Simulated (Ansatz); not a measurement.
**SnTeS monolayer, Janus under biaxial strain in the plane of the sheet**

Wanted: the shifts of the zone-centre modes of SnTeS monolayer, Janus with strain.

Method: DFT PBE, scalar-relativistic, plane waves, PAW; PAW set soft_1, in Ansatz 0.2.0.

### Step 1. The starting structure

The cell holds 3 atoms: 1 Sn, 1 S and 1 Te. Cell: a = 3.800 Å, b = 3.800 Å, c = 30.000 Å, α = 90.0°, β = 90.0°, γ = 120.0°. Vacuum lies along c. The height across the vacuum is the one that the program set for its solve, not the one typed.

### Step 2. A rough relaxation first

The start is far from rest, so a relaxation with loose tolerances brings it close first. The program lengthens the typed cell of 20.0 Å along the normal to 30.0 Å, as its cut-off of the electrostatics needs, and moves no atom.

File input.yaml:

```yaml
crystal:
  lattice:
    - [3.8, 0.0, 0.0]
    - [-1.9, 3.2909, 0.0]
    - [0.0, 0.0, 20.0]
  atoms:
    - { symbol: Sn, position: [0.0, 0.0, 0.5] }
    - { symbol: S, position: [0.333333, 0.666667, 0.575] }
    - { symbol: Te, position: [0.666667, 0.333333, 0.42] }
  periodic: [true, true, false]
kpoints:
  mp_grid: { grid: [6, 6, 1] }
hamiltonian:
  xc: pbe
  pseudopotentials: { kind: paw, azcp: { folder: soft_1 } }
scf:
  occupations: { method: gaussian, width: 0.1 }
output:
  forces: true
  stress: true
  eigenvalues: true
relax:
  adjacent_minimum: "off"
  f_tol: 0.05
  max_steps: 80
  cell: { stress_2d_tol: 0.02 }
```

Command:

```bash
> ansatz run input.yaml --threads 8 --pin off --max-ram 16384MiB --backend cpu --events-out ev --progress --plain --runs-dir out
```

Numbers of over 12 decimals in the logs are rounded to 6 here.

The program printed:

```text
[...]
F+E_penalty+E_count = -13906.84947493 eV   max|allowed force component| = 1.401e-3 eV/Å   (the final SCF, on the basis selected at the relaxed cell)
  cell:  # Å, volume = 393.6040 Å³
    - [3.892277, 0.0, 0]
    - [-1.946139, 3.370811, 0]
    - [0, 0, 30.0]
  atoms:
    - { symbol: Sn, position: [4.308082975672853e-18, 0, 0.337590] }
    - { symbol: S, position: [0.333333, 0.666667, 0.384896] }
    - { symbol: Te, position: [0.666667, 0.333333, 0.274181] }
[key lines of the parts left out:]
SCF converged after 7 iterations
Free energy (F): -13906.849475 eV
Fermi energy:    -5.199987 eV
P = ½ c Tr σ = 0.0047 N/m
```

Elapsed: 14 s, on 8 threads of Arm Neoverse N1, shared host; peak memory 0.8 GiB.

Relaxation path:

| step | energy less that of the first step (eV) | largest force component (eV/Å) | volume (Å³) |
| --- | --- | --- | --- |
| 1 | 0.0000 | 2.7855 | 375.16 |
| 2 | -0.4354 | 0.6606 | 381.20 |
| 3 | -0.4672 | 0.2040 | 389.06 |
| 4 | -0.4708 | 0.1074 | 395.63 |
| 5 | -0.4721 | 0.0070 | 393.51 |
| 6 | -0.4721 | 0.0015 | 393.60 |
| 7* | -0.4725 | 0.0014 | 393.60 |

Relaxation steps marked * repeat the geometry before them on a plane-wave basis chosen anew for their cell, so energy and pressure can jump there.

The run keeps the 6 symmetry operations that it works with, so distortions that break them were not tested.

| cell as run | before | after | change |
| --- | --- | --- | --- |
| a (Å) | 3.800 | 3.892 | +2.4 % |
| b (Å) | 3.800 | 3.892 | +2.4 % |

The atoms that moved most (Å, along periodic axes as changes of fractional coordinates times the final cell, across vacuum about the mean position):

| atom | dx | dy | dz | length |
| --- | --- | --- | --- | --- |
| Te3 | 0.000 | 0.000 | -0.175 | 0.175 |
| Sn1 | 0.000 | 0.000 | 0.128 | 0.128 |
| S2 | 0.000 | 0.000 | 0.047 | 0.047 |

Final coordinates:

```
Sn S Te
1.0
     3.89228    0.00000    0.00000
    -1.94614    3.37081    0.00000
     0.00000    0.00000   30.00000
Sn S Te
1 1 1
Cartesian
  0.0000 0.0000 10.1277
  0.0000 2.2472 11.5469
  1.9461 1.1236 8.2254
```

This step gave:

```
gap on the k-mesh : 0 eV
area per atom     : 4.373 Å²
```

The relaxation ends with a largest force component of 0.0014 eV/Å.

### Step 3. Bringing the structure to rest

Harmonic phonons are second derivatives at a point where the forces vanish, and they are wanted at zero stress, so atoms and cell are relaxed first.

input.yaml, the sections that differ from step 2:

```yaml
crystal:
  lattice:
    - [3.892277452, 0.0, 0.0]
    - [-1.946138726, 3.370811152, 0.0]
    - [0.0, 0.0, 30.0]
  atoms:
    - { symbol: Sn, position: [0.0, 0.0, 0.3375899744] }
    - { symbol: S, position: [0.3333333333, 0.6666666667, 0.3848959913] }
    - { symbol: Te, position: [0.6666666667, 0.3333333333, 0.2741807009] }
  periodic: [true, true, false]
kpoints:
  mp_grid: { grid: [12, 12, 1] }
relax:
  adjacent_minimum: "off"
  f_tol: 0.005
  max_steps: 80
  cell: { stress_2d_tol: 0.02 }
# hamiltonian, scf, output: as in step 2
```

The program printed:

```text
[...]
Crystal: 3 atoms, lattice volume = 393.604 Å³
Basis set: ecut = 420 eV, 7805 PW (Γ), exchange–correlation on 54×54×432 points (8 copies of the dense FFT grid, shifted against one another)
Bands: 22, of which v1, the nominal top of the filled ones, is band 18 counted from 1 (17 counted from 0)
Symmetry: 6 space group operations
[...]
° read free of the cell's end (the report's vacuum.weakly_bound_levels)
--- Relaxed structure (4 steps of the walk, 4 accepted, 1 SCFs on fresh bases) ---
[...]
cell:  # Å, volume = 394.3463 Å³
    - [3.895946, 1.3576070393730655e-19, 0]
    - [-1.947973, 3.373988, 0]
    - [0, 0, 30.0]
  atoms:
    - { symbol: Sn, position: [-1.7882233078314205e-19, 0, 0.337465] }
    - { symbol: S, position: [0.333333, 0.666667, 0.384835] }
    - { symbol: Te, position: [0.666667, 0.333333, 0.274367] }
[key lines of the parts left out:]
SCF converged after 7 iterations
Free energy (F): -13906.845131 eV
Fermi energy:    -5.218345 eV
P = ½ c Tr σ = 0.0016 N/m
```

Wall time 24 s (8 threads); peak memory 0.94 GiB; 2.9 min of CPU time.

Step by step:

| step | energy less that of the first step (eV) | largest force component (eV/Å) | volume (Å³) |
| --- | --- | --- | --- |
| 1 | 0.0000 | 0.0496 | 393.60 |
| 2 | -0.0002 | 0.0193 | 394.06 |
| 3 | -0.0002 | 0.0081 | 394.35 |
| 4 | -0.0002 | 0.0010 | 394.35 |
| 5* | -0.0002 | 0.0010 | 394.35 |

Relaxation steps marked * repeat the geometry before them on a plane-wave basis chosen anew for their cell, so energy and pressure can jump there.

Forces are held to the 6 operations that the run works with; a distortion that breaks them can't arise in this run.

| cell as run | before | after | change |
| --- | --- | --- | --- |
| a (Å) | 3.892 | 3.896 | +0.1 % |
| b (Å) | 3.892 | 3.896 | +0.1 % |

Final coordinates:

```cif
data_structure
_symmetry_space_group_name_H-M 'P 1'
_symmetry_Int_Tables_number 1
_cell_length_a 3.8959
_cell_length_b 3.8959
_cell_length_c 30.0000
_cell_angle_alpha 90.000
_cell_angle_beta 90.000
_cell_angle_gamma 120.000
_cell_volume 394.35
loop_
_atom_site_label
_atom_site_type_symbol
_atom_site_fract_x
_atom_site_fract_y
_atom_site_fract_z
_atom_site_occupancy
Sn1 Sn 0.00000 0.00000 0.33746 1
S2 S 0.33333 0.66667 0.38483 1
Te3 Te 0.66667 0.33333 0.27437 1
```

Numbers from this step:

* area per atom: 4.382 Å²

### Step 4. Tight relaxation

Phonons need small forces and stress, so the relaxation is finished with tight tolerances on 12×12×1 k points.

File input.yaml:

```yaml
crystal:
  lattice:
    - [3.8959459231, 0.0, 0.0]
    - [-1.9479729616, 3.3739881412, 0.0]
    - [0.0, 0.0, 30.0]
  atoms:
    - { symbol: Sn, position: [0.0, 0.0, 0.3374645895] }
    - { symbol: S, position: [0.3333333333, 0.6666666667, 0.3848346107] }
    - { symbol: Te, position: [0.6666666667, 0.3333333333, 0.2743674664] }
  periodic: [true, true, false]
kpoints:
  mp_grid: { grid: [12, 12, 1] }
hamiltonian:
  xc: pbe
  pseudopotentials: { kind: paw, azcp: { folder: soft_1 } }
scf:
  occupations: { method: methfessel_paxton, width: 0.2 }
output:
  forces: true
  stress: true
  eigenvalues: true
  write_density: true
  write_potential: true
  elf: true
  volumetric_format: npy
relax:
  adjacent_minimum: "off"
  f_tol: 0.001
  max_steps: 60
  cell: { stress_2d_tol: 0.002 }
```

The program printed:

```text
[...]
Crystal: 3 atoms, lattice volume = 394.346 Å³
Basis set: ecut = 420 eV, 7805 PW (Γ), exchange–correlation on 54×54×432 points (8 copies of the dense FFT grid, shifted against one another)
Bands: 22, of which v1, the nominal top of the filled ones, is band 18 counted from 1 (17 counted from 0)
Symmetry: 6 space group operations
[...]
° read free of the cell's end (the report's vacuum.weakly_bound_levels)
--- Relaxed structure (4 steps of the walk, 3 accepted, 1 SCFs on fresh bases) ---
[...]
cell:  # Å, volume = 394.1733 Å³
    - [3.895091, 2.8861146611288273e-11, 0]
    - [-1.947546, 3.373248, 0]
    - [0, 0, 30.0]
  atoms:
    - { symbol: Sn, position: [0, 0, 0.337484] }
    - { symbol: S, position: [0.333333, 0.666667, 0.384855] }
    - { symbol: Te, position: [0.666667, 0.333333, 0.274328] }
[key lines of the parts left out:]
SCF converged after 11 iterations
Free energy (F): -13906.842008 eV
Fermi energy:    -5.213771 eV
P = ½ c Tr σ = -0.0010 N/m
```

It took 27 s on 8 threads; peak memory 0.95 GiB.

Little changed from the start: no atom moved by 0.005 Å and no cell edge by 0.1 %.

This step gave:

```
area per atom : 4.38 Å²
```

ELF in the ac plane at fractional y = 0.333, with atoms of Te within 0.2 Å of it. It is the smooth field of the valence electrons, not physical close to the nuclei.

Values, 24 rows by 14 columns, each cell a mean:
```
0.00 0.00 0.00 0.00 0.00 0.00 0.00 0.00 0.00 0.00 0.00 0.00 0.00 0.00
0.00 0.00 0.00 0.00 0.00 0.00 0.00 0.00 0.00 0.00 0.00 0.00 0.00 0.00
0.00 0.00 0.00 0.00 0.00 0.00 0.00 0.00 0.00 0.00 0.00 0.00 0.00 0.00
0.00 0.00 0.00 0.00 0.00 0.00 0.00 0.00 0.00 0.00 0.00 0.00 0.00 0.00
0.00 0.00 0.00 0.00 0.00 0.00 0.00 0.00 0.00 0.00 0.00 0.00 0.00 0.00
0.00 0.00 0.00 0.00 0.00 0.00 0.00 0.00 0.00 0.00 0.00 0.00 0.00 0.00
0.00 0.00 0.00 0.00 0.00 0.00 0.00 0.00 0.00 0.00 0.00 0.00 0.00 0.00
0.00 0.00 0.00 0.00 0.00 0.00 0.00 0.00 0.00 0.00 0.00 0.00 0.00 0.00
0.00 0.00 0.00 0.00 0.00 0.00 0.00 0.00 0.00 0.00 0.00 0.00 0.00 0.00
0.00 0.00 0.00 0.00 0.00 0.00 0.00 0.00 0.00 0.00 0.00 0.00 0.00 0.00
0.00 0.00 0.00 0.00 0.00 0.00 0.00 0.00 0.00 0.00 0.00 0.00 0.00 0.00
0.00 0.00 0.00 0.00 0.00 0.00 0.00 0.00 0.00 0.00 0.00 0.00 0.00 0.00
0.01 0.02 0.02 0.02 0.01 0.01 0.00 0.00 0.00 0.00 0.00 0.00 0.00 0.00
0.23 0.32 0.36 0.34 0.27 0.16 0.07 0.02 0.01 0.00 0.00 0.01 0.04 0.11
0.59 0.69 0.74 0.72 0.63 0.45 0.25 0.08 0.03 0.01 0.02 0.05 0.17 0.36
0.34 0.39 0.41 0.40 0.37 0.29 0.19 0.11 0.08 0.07 0.08 0.10 0.16 0.24
0.41 0.30 0.24 0.27 0.37 0.49 0.52 0.48 0.43 0.40 0.41 0.46 0.51 0.51
0.57 0.31 0.13 0.21 0.49 0.62 0.54 0.34 0.18 0.13 0.15 0.28 0.48 0.60
0.32 0.12 0.04 0.07 0.24 0.49 0.62 0.68 0.69 0.69 0.69 0.69 0.65 0.56
0.02 0.01 0.00 0.01 0.02 0.05 0.09 0.15 0.18 0.20 0.19 0.16 0.12 0.07
0.00 0.00 0.00 0.00 0.00 0.00 0.00 0.00 0.00 0.00 0.00 0.00 0.00 0.00
0.00 0.00 0.00 0.00 0.00 0.00 0.00 0.00 0.00 0.00 0.00 0.00 0.00 0.00
0.00 0.00 0.00 0.00 0.00 0.00 0.00 0.00 0.00 0.00 0.00 0.00 0.00 0.00
0.00 0.00 0.00 0.00 0.00 0.00 0.00 0.00 0.00 0.00 0.00 0.00 0.00 0.00
```
Columns run along a (3.9 Å), rows up along c (30.0 Å). Atoms in or near the plane, at fractional coordinates: Te at (0.67, 0.27).

Valence density in the ac plane at fractional y = 0.333, with atoms of Te within 0.2 Å of it. It is the smooth field of the valence electrons, not physical close to the nuclei.

Ten steps, logarithmic in the rise over the least value, from '_' (0 e/Å³) to '@' (10 e/Å³), each cell a mean:
```
____________________________
____________________________
____________________________
____________________________
____________________________
____________________________
____________________________
____________________________
____________________________
____________________________
____________________________
____________________________
____________________________
____________________________
::::::::::....____________..
::::----::::....______......
::::::::::::--==++++++==--::
::........--==##@@@@@@##++--
____________..::::::::::....
____________________________
____________________________
____________________________
____________________________
____________________________
```
Columns run along a (3.9 Å), rows up along c (30.0 Å). Atoms in or near the plane, at fractional coordinates: Te at (0.67, 0.27).

Electrostatic potential energy in the ac plane at fractional y = 0.333, with atoms of Te within 0.2 Å of it. With pseudopotentials it is smooth inside the atoms' cores, unlike the true potential.

Ten even steps from '0' (-13 eV) to '9' (0 eV), each cell a mean:
```
99999999999999
99999999999999
99999999999999
99999999999999
99999999999999
99999999999999
99999999999999
99999999999999
99999999999999
99999999999999
99999999999999
99999999999999
99999999999999
99999999999999
76566788999988
42123567788776
55455532222234
57886300254001
89998876555678
99999999999999
99999999999999
99999999999999
99999999999999
99999999999999
```
Columns run along a (3.9 Å; values clipped at the 3rd and 97th percentile), rows up along c (30.0 Å). Atoms in or near the plane, at fractional coordinates: Te at (0.67, 0.27).

The largest force component left is 0.21 meV/Å, within the tolerances set.

### Step 5. Zone-centre response at rest

The force constants come from the linear response of the density to a displacement.

The modes at rest are the reference of the series.

input.yaml, the sections that differ from step 4:

```yaml
crystal:
  lattice:
    - [3.8950912418, 0.0, 0.0]
    - [-1.9475456209, 3.3732479654, 0.0]
    - [0.0, 0.0, 30.0]
  atoms:
    - { symbol: Sn, position: [0.0, 0.0, 0.3374835648] }
    - { symbol: S, position: [0.3333333333, 0.6666666667, 0.3848550529] }
    - { symbol: Te, position: [0.6666666667, 0.3333333333, 0.2743280489] }
  periodic: [true, true, false]
output:
  eigenvalues: true
phonons:
  method: dfpt
# kpoints, hamiltonian, scf: as in step 4
# relax: removed
```

The program printed:

```text
[...]
Crystal: 3 atoms, lattice volume = 394.173 Å³
Basis set: ecut = 420 eV, 7805 PW (Γ), exchange–correlation on 54×54×432 points (8 copies of the dense FFT grid, shifted against one another)
Bands: 22, of which v1, the nominal top of the filled ones, is band 18 counted from 1 (17 counted from 0)
Symmetry: 6 space group operations
k-points: 43 of 144 (irreducible under 2 space group operations, time reversal used)
[...]
SCF iter   1: F=—  HF=-13907.177712 eV  |F-HF|=—  |Δ(HF+E_count)|=         —  Δρ=1.37e-2  dr2=1.63e0  ethr=3.10e-3  ⟨swp⟩=14.3  Hψ=7767  notcnv=0
[...]
SCF iter  11: F=-13906.842008 eV  HF=-13906.842008 eV  |F-HF|=3.82e-10  |Δ(HF+E_count)|=   3.31e-9  S|Δr|=    0.00e0  Δρ=3.60e-8  dr2=4.05e-12  ethr=1.00e-12  ⟨swp⟩=14.8  Hψ=7616  notcnv=0
SCF 1 converged in 11 iterations: F = -13906.842008 eV  dr2 = 4.05e-12
[...]
DFPT response loops at Γ: preconditioner auto → none (partly filled bands, converged f_vac=0.758); β = 0.50; Broyden in place of MSR1
SCF converged after 11 iterations
[...]
Free energy (F): -13906.842008 eV
[...]
Internal energy: -13906.841255 eV  (E = F + TS)
E sigma→0 (E₀):  -13906.841820 eV
Entropy (-TS):   -0.000753 eV (-0.251 meV/atom)
Fermi energy:    -5.213771 eV
[...]
--- Band table (eV; the first three rows and the last of 43) ---
  k-point 0: bands = [... 14 lower, -7.0868, -7.0868, -4.9969, -4.9969, -4.7647, -2.2909, -1.5733, -1.5733]
  k-point 1: bands = [... 14 lower, -7.1856, -7.1057, -5.6191, -5.0794, -4.4060, -2.0465 (-2.0465°), -1.5838, -1.4212]
  k-point 2: bands = [... 14 lower, -7.4348, -7.0602, -6.6021, -5.2809, -4.0995, -2.2268, -1.0755, -1.0020]
  k-point 42: bands = [... 14 lower, -9.1383, -8.2495, -7.1454, -6.4290, -4.3902, -1.5244, -0.8286, -0.3795]
  ° read free of the cell's end (the report's vacuum.weakly_bound_levels)
--- Phonons (Γ-DFPT): 6 representative perturbations + reference, on 43 of 144 k-points (Σ response iterations 27) ---
  k mesh reduced under 2 symmetry operations, with k and −k counted as one. Each operation leaves every solved perturbation unchanged. A smaller set is not used because it would not reduce the number of displacements times k-points to solve
  ASR residual: 4.974e-5 → 0.000e0 eV/Å²; symmetrization residual: 1.481e-5 eV/Å²
  ASR residual per site (eV/Å²): 3.19e-5 4.97e-5 2.61e-5
  Γ frequencies (cm⁻¹): 0.00 0.00 0.00 83.95 83.95 136.01 158.83 158.83 284.59
  non-analytic LO–TO correction: not included (Born effective charges unavailable; polar crystals: no LO–TO splitting at Γ)
```

Elapsed: 89 s, on 8 threads; peak memory 1.9 GiB; 11 min of CPU time.

In the SCF lines HF is the Harris–Foulkes energy and dr2 the Hartree energy of the density residual, in eV; the loop may stop once dr2 is under the threshold and the program's other checks hold. Hψ counts applications of the Hamiltonian.

Numbers from this step:

* sum-rule residual before enforcement: 4.97e-5 eV/Å²
* point group: 3m
* highest optical mode at the zone centre (no LO-TO term): 284.6 cm⁻¹
* lowest optical zone-centre mode: 83.95 cm⁻¹

Patterns of degenerate modes are one choice out of their space. Modes at Γ, with each element's share of the kinetic energy:

| mode | frequency (cm⁻¹) | symmetry | Sn % | S % | Te % |
| --- | --- | --- | --- | --- | --- |
| 1 | 0.0 | acoustic | 43 | 12 | 46 |
| 2 | 0.0 | acoustic | 43 | 12 | 46 |
| 3 | 0.0 | acoustic | 43 | 12 | 46 |
| 4 | 84.0 | E | 38 | 8 | 54 |
| 5 | 84.0 | E | 38 | 8 | 54 |
| 6 | 136.0 | A1 | 36 | 10 | 54 |
| 7 | 158.8 | E | 20 | 80 | 0 |
| 8 | 158.8 | E | 20 | 80 | 0 |
| 9 | 284.6 | A1 | 21 | 79 | 0 |

Displacements in mode 5 (84.0 cm⁻¹), the largest set to 1:
```
Sn1 -0.86 -0.56  0.00
S2  -0.78 -0.51  0.00
Te3  1.00  0.65  0.00
```

Displacements in mode 9 (284.6 cm⁻¹), the largest set to 1:
```
Sn1  0.00  0.00 -0.27
S2   0.00  0.00  1.00
Te3  0.00  0.00  0.00
```

Before it was imposed, the acoustic sum rule was missed by 5.0e-5 eV/Å². Small misses are needed for a sound result but don't prove that mesh and cutoff are converged. The lowest optical mode is real, 84.0 cm⁻¹.

### Step 6. A member of the series: biaxial strain of +5 % in the plane of the sheet

The cell takes a biaxial strain of +5 % in the plane of the sheet. The cell is held, and the atoms relax in it.

input.yaml, the sections that differ from step 5:

```yaml
crystal:
  lattice:
    - [4.0898458039, 0.0, 0.0]
    - [-2.0449229019, 3.5419103638, 0.0]
    - [0.0, 0.0, 30.0]
  atoms:
    - { symbol: Sn, position: [0.0, 0.0, 0.3367611714] }
    - { symbol: S, position: [0.3333333333, 0.6666666667, 0.3828900084] }
    - { symbol: Te, position: [0.6666666667, 0.3333333333, 0.2770154869] }
  periodic: [true, true, false]
output:
  forces: true
  stress: true
  eigenvalues: true
relax:
  adjacent_minimum: "off"
  f_tol: 0.001
  max_steps: 60
# kpoints, hamiltonian, scf: as in step 5
# phonons: removed
```

The program printed:

```text
[...]
--- Relaxed structure (5 steps of the walk, 4 accepted, 0 SCFs on fresh bases) ---
  F+E_penalty+E_count = -13906.73619481 eV   max|allowed force component| = 4.890e-5 eV/Å
  cell:  # Å, volume = 434.5760 Å³
    - [4.089846, -2.886753220641497e-11, 0.0]
    - [-2.044923, 3.541910, 0.0]
    - [0.0, 0.0, 30.0]
  atoms:
    - { symbol: Sn, position: [0, 0, 0.336634] }
    - { symbol: S, position: [0.333333, 0.666667, 0.382385] }
    - { symbol: Te, position: [0.666667, 0.333333, 0.277647] }
[key lines of the parts left out:]
SCF converged after 4 iterations
Free energy (F): -13906.736195 eV
Fermi energy:    -5.642159 eV
P = ½ c Tr σ = -2.3058 N/m
```

Wall time 23 s (8 threads); peak memory 1 GiB.

Relaxation path:

| step | energy less that of the first step (eV) | largest force component (eV/Å) |
| --- | --- | --- |
| 1 | 0.0000 | 0.1213 |
| 2 | 0.0004 | 0.1417 |
| 3 | -0.0019 | 0.0120 |
| 4 | -0.0019 | 0.0014 |
| 5 | -0.0019 | 0.0000 |

Relaxation step 2 was tried and not accepted.

Forces are held to the 6 operations that the run works with; a distortion that breaks them can't arise in this run.

The atoms that moved most (Å):

| atom | dx | dy | dz | length |
| --- | --- | --- | --- | --- |
| Te3 | 0.000 | 0.000 | 0.019 | 0.019 |
| S2 | 0.000 | 0.000 | -0.015 | 0.015 |

The relaxed structure:

```cif
data_structure
_symmetry_space_group_name_H-M 'P 1'
_symmetry_Int_Tables_number 1
_cell_length_a 4.0898
_cell_length_b 4.0898
_cell_length_c 30.0000
_cell_angle_alpha 90.000
_cell_angle_beta 90.000
_cell_angle_gamma 120.000
_cell_volume 434.58
loop_
_atom_site_label
_atom_site_type_symbol
_atom_site_fract_x
_atom_site_fract_y
_atom_site_fract_z
_atom_site_occupancy
Sn1 Sn 0.00000 0.00000 0.33663 1
S2 S 0.33333 0.66667 0.38239 1
Te3 Te 0.66667 0.33333 0.27765 1
```

Numbers from this step:

| Item | Value |
| --- | --- |
| gap on the k-mesh | 0.09152 eV |
| area per atom | 4.829 Å² |

The largest force component left is 0.048 meV/Å.

(Continued in part 2 of 2.)

[Logs are printed without paths, hosts, clocks, repeated set-up lines and the standing remarks that a program may print on its own settings, such as how far it seeks lower states.]

[Hosts, paths, dates, database ids (printed as entryN), source tags and the programs' standing remarks are cut or masked in the printed files.]
